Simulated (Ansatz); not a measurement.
# Random alloy of the diamond Si-Ge line, x = 0.375 (64 atoms): relaxed cell and levels of theory

What does this cell relax to, and how do the Kohn-Sham gap, forces and pressure change with k-mesh and functional?

Calculated with Ansatz 0.2.0: Kohn-Sham DFT, PBE, PAW (set soft_2), plane waves; cutoff 420 eV, Γ point, fermi-dirac smearing of 0.025 eV.

**The cell**

The cell holds 64 atoms: 24 Ge and 40 Si. Cell: a = 11.156 Å, b = 11.156 Å, c = 11.156 Å, α = 90.0°, β = 90.0°, γ = 90.0°. It derives from Si and Ge (diamond Si-Ge), repeated 2×2×2. Diamond Si-Ge: 64 atoms, 24 of 64 Si sites given to Ge at random, cell and internal coordinates interpolated linearly between the end members (Vegard's rule); not relaxed, displaced by a Gaussian of 0.02 Å. Lattice constants are starting values near those of PBE.

Cell and atoms were relaxed with PBE. The walk converged after 3 steps, with a largest force component of 0.0191 eV/Å; it began at an r.m.s. force component of 0.40 eV/Å. The edges went from 11.156, 11.156, 11.156 to 11.156, 11.149, 11.157 Å, and the volume from 21.696 to 21.682 Å³ an atom (-0.1 %).

The input of the reference single point:

```yaml
crystal:
  lattice:
    - [11.15584, -0.00131, -0.00121]
    - [-0.00131, 11.14898, 0.00116]
    - [-0.00121, 0.00116, 11.15686]
  atoms:
    - { symbol: Ge, position: [0.99798, 0.00184, 0.00227] }
    - { symbol: Si, position: [0.1255, 0.12502, 0.12958] }
    - { symbol: Si, position: [0.99936, 0.24742, 0.25077] }
    - { symbol: Ge, position: [0.12342, 0.3766, 0.3724] }
    [... 58 atom lines left out ...]
    - { symbol: Si, position: [0.75099, 0.7461, 0.5002] }
    - { symbol: Ge, position: [0.87477, 0.87446, 0.62578] }
kpoints:
  mp_grid: { grid: [1, 1, 1] }
hamiltonian:
  xc: pbe
scf:
  occupations: { method: fermi_dirac, width: 0.025 }
output:
  forces: true
  stress: true
  populations: true
  dos:
    method: { smearing: { sigma: 0.08 } }
    de: 0.05
    projected: { site_lists: { Ge: [Ge], Si: [Si] } }
  eigenvalues: true
  write_density: true
  write_potential: true
  volumetric_format: npy
```

**Bonds after relaxation**

Bonds by pair of elements; cutoffs follow the first minimum of g(r), held within bounds set by covalent radii, and pairs that aren't listed don't count as bonded:

```tsv
pair A-B	cutoff (Å)	bonds	mean length (Å)	spread (Å)	shortest (Å)	B about A	A about B
Si-Si	2.77	47	2.38	0.007	2.37	2.35	2.35
Si-Ge	2.83	66	2.43	0.008	2.41	1.65	2.75
Ge-Ge	2.88	15	2.48	0.006	2.46	1.25	1.25
```

How many atoms have how many bonded neighbours:

```tsv
element	mean	4
Ge	4	24
Si	4	40
```

**Levels of theory**

Single points at the relaxed geometry:

| functional | k-mesh | Kohn-Sham gap (eV) | pressure (GPa) | r.m.s. force component (eV/Å) | SCF cycles | time |
| --- | --- | --- | --- | --- | --- | --- |
| PBE | 1×1×1 | 0.493 | 0.01 | 0.005 | 8 | 18 s |
| PBE | 2×2×2 | 0.504 | -0.43 | 0.014 | 8 | 2.2 min |
| HSE06 | 1×1×1 | 1.107 | -1.93 | 0.032 | 23 | 4.3 min |
| r2SCAN | 1×1×1 | 0.691 | -2.02 | 0.039 | 8 | 43 s |
| PBEsol | 1×1×1 | 0.386 | -2.23 | 0.025 | 8 | 15 s |

The gap is that between the highest filled and lowest empty Kohn-Sham level on the run's k-points. Cutoffs: 420 eV for PBE, HSE06 and PBEsol; 500 eV for r2SCAN. Times come from shared hosts and are rough.

**Findings**

The Kohn-Sham gap is 0.49 eV with PBE on the 1×1×1 mesh and 0.50 eV on 2×2×2. On the 1×1×1 mesh HSE06 changes the gap by +0.61 eV against PBE. Carrying that shift over to the 2×2×2 mesh gives 0.50 + 0.61 = 1.12 eV, an estimate that takes the shift to be alike at all k-points. On the reference's mesh the gap changes with r2SCAN by +0.20 eV and PBEsol by -0.11 eV. Against the reference the pressure changes with HSE06 by -1.9 GPa, r2SCAN by -2.0 GPa and PBEsol by -2.2 GPa; a negative change means that the functional would take a smaller volume. The denser mesh moves the energy by -110.9 meV/atom and the pressure by -0.44 GPa, so the reference mesh, on which the relaxation ran, isn't converged.

Limits: All single points share the geometry relaxed with PBE. One random arrangement of the atoms on their sites. Spin–orbit coupling is left out; it splits the top valence bands of compounds with Ge, As, Se, Sb or Te and narrows their gaps.

[Long decimals in the printed logs are rounded to 6 places.]

[Logs are printed without paths, hosts, clocks, repeated set-up lines and the standing remarks that a program may print on its own settings, such as how far it seeks lower states.]

[Hosts, paths, dates, database ids (printed as entryN), source tags and the programs' standing remarks are cut or masked in the printed files.]

[Runs of further levels or settings that didn't converge aren't in the tables.]
